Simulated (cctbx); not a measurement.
**Reading a Patterson map**

Space group C2/m (no. 12), a = 5.5600 Å, b = 9.3630 Å, c = 5.6470 Å, α = 90.00°, β = 109.45°, γ = 90.00°, content Tl2 Mn6 O12.

The data are simulated with cctbx, not measured: Mo Kα, λ = 0.71073 Å, to d = 0.7 Å, 70 % of the full sphere, strongest reflection 70000 counts, noise from counting, a 6 % proportional error and a noise floor of 15 counts (s.d.); no absorption.

Patterson synthesis from sharpened amplitudes, origin scaled to 1000:

```text
Patterson group C 1 2/m 1
      u       v       w   height  length (A)
  0.000   0.000   0.000   1000.0     0.00
  0.000   0.500   0.500    383.4     5.47
  0.000   0.165   0.500    383.0     3.22
  0.000   0.335   0.000    137.6     3.14
  0.248   0.170   0.293     87.4     2.38
  0.222   0.000   0.732     86.0     2.25
  0.075   0.078   0.922     46.2     1.01
  0.029   0.000   0.831     43.3     1.02
  0.190   0.000   0.111     42.0     1.03
  0.094   0.093   0.000     38.4     1.01
  0.114   0.159   0.896     37.9     1.79
  0.091   0.074   0.125     37.5     1.00
  0.000   0.111   0.000     36.6     1.04
  0.190   0.000   0.012     36.5     1.03
```

**Question.** Which atom pairs make the peaks, and where is the heaviest atom?

A peak at u stands for all pairs with xi − xj = u, with weight Σ ZiZj against Σ Z² = 17640 at the origin. Peak heights follow these weights only roughly, since form factors, motion and series ripples differ, all vectors within 0.55 Å of a peak are counted as merged into it though the farther ones add only part of their weight, and F(000) is left out, which lowers the whole map:

| u | v | w | shortest length (Å) | height | 1000 ΣZiZj/ΣZ² | pairs in the cell |
| --- | --- | --- | --- | --- | --- | --- |
| 0.000 | 0.500 | 0.500 | 3.24 | 383 | 474 | 4 × Tl–Mn, 4 × O–O |
| 0.000 | 0.165 | 0.500 | 3.22 | 383 | 488 | 4 × Tl–Mn, 8 × O–O |
| 0.000 | 0.335 | 0.000 | 3.14 | 138 | 256 | 6 × Mn–Mn, 12 × O–O |
| 0.248 | 0.170 | 0.293 | 2.38 | 87 | 192 | 4 × Tl–O, 4 × Mn–O |
| 0.222 | 0.000 | 0.732 | 2.25 | 86 | 283 | 4 × Tl–O, 12 × Mn–O |
| 0.075 | 0.078 | 0.922 | 1.01 | 46 | 0 | none within 0.55 Å |

The table stops at ten peaks or at a height of 45, below which ripples compete. In the model behind the data Tl, the heaviest element, has 1 independent site: (1/2, 0, 1/2), up to an allowed shift of origin. No listed peak is a Tl–Tl vector, so the position follows from the cell content and the cross vectors. The whole model:

```csv
atom,mult.,x,y,z,Ueq (Å²)
Tl1,2,1/2,0,1/2,0.0048
Mn1,4,1/2,0.8350,0,0.0087
Mn2,2,0,0,0,0.0074
O1,4,0.2938,0,0.7714,0.0115
O2,8,0.2519,0.8314,0.1968,0.0111
```

The model is made up (kin elements in a known structure type, no relaxation), so it says nothing on whether the phase exists.

[Logs are printed without paths, hosts, clocks, repeated set-up lines and the standing remarks that a program may print on its own settings, such as how far it seeks lower states.]
